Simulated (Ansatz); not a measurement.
Planning a GW calculation on TePb (Fm-3m).

It takes space group Fm-3m (No. 225, cubic). Conventional cell: a = 6.462 Å, b = 6.462 Å, c = 6.462 Å, α = 90.00°, β = 90.00°, γ = 90.00°. Nearest to Te lie 6 Pb at 3.23 Å. Nearest to Pb lie 6 Te at 3.23 Å. Farther neighbours and most contacts between anions are not listed.

```yaml
crystal:
  lattice:
    - [0.00000, 3.23100, 3.23100]
    - [3.23100, 0.00000, 3.23100]
    - [3.23100, 3.23100, 0.00000]
  atoms:
    - { symbol: Te, position: [0.50000, 0.50000, 0.50000] }
    - { symbol: Pb, position: [0.00000, 0.00000, 0.00000] }
```

The cell and positions come from the Crystallography Open Database and are kept as given unless a step says otherwise. Spin-orbit coupling is left out unless a run names it. PAW set soft_2, made with PBE.

Runs so far (Ansatz 0.2.0, start PBE, default PAW files, 4×4×4 mesh). Times are wall times on 1 × NVIDIA H100 80GB HBM3 (shared by 6 runs) with 3 threads of AMD EPYC 7R13 (Zen 3), shared host, good to a factor of about two.

| bands summed | cutoff (eV) | gap on the mesh (eV) | time |
| --- | --- | --- | --- |
| 86 | 60 | 0.827 | 4.9 s |
| 216 | 120 | 0.935 | 7 s |

**Question.** What should the next rung give, with 448 bands and screening to 200 eV, and where is the limit?

The error falls about as one over the bands when the cutoff rises with them. A line through the two highest rungs given predicts 0.972 eV; the run gave 1.019 eV, a miss of 0.047 eV, so the law fails here: the steps don't follow it yet. The two highest rungs put the limit near 1.097 eV, the pair below near 1.006 eV; neither can be trusted until a further rung is run.

Gaps are over the mesh's points; an edge off the mesh would be missed. Limits: not at the basis limit; mesh may overstate the screening; no spin-orbit coupling; coarse k mesh.

[Paths, hosts, dates, memory and timing lines, banners, echoed tables and standing remarks are left out of the program output.]

[Logs are printed without paths, hosts, clocks, repeated set-up lines and the standing remarks that a program may print on its own settings, such as how far it seeks lower states.]

[Runs of the session that timed out or met a known fault of the program may be left out.]

[Cells called generated may have been cut or substituted from an entry of the Crystallography Open Database or the Materials Project.]

[Hosts, paths, dates, database ids (printed as entryN), source tags and the programs' standing remarks are cut or masked in the printed files.]
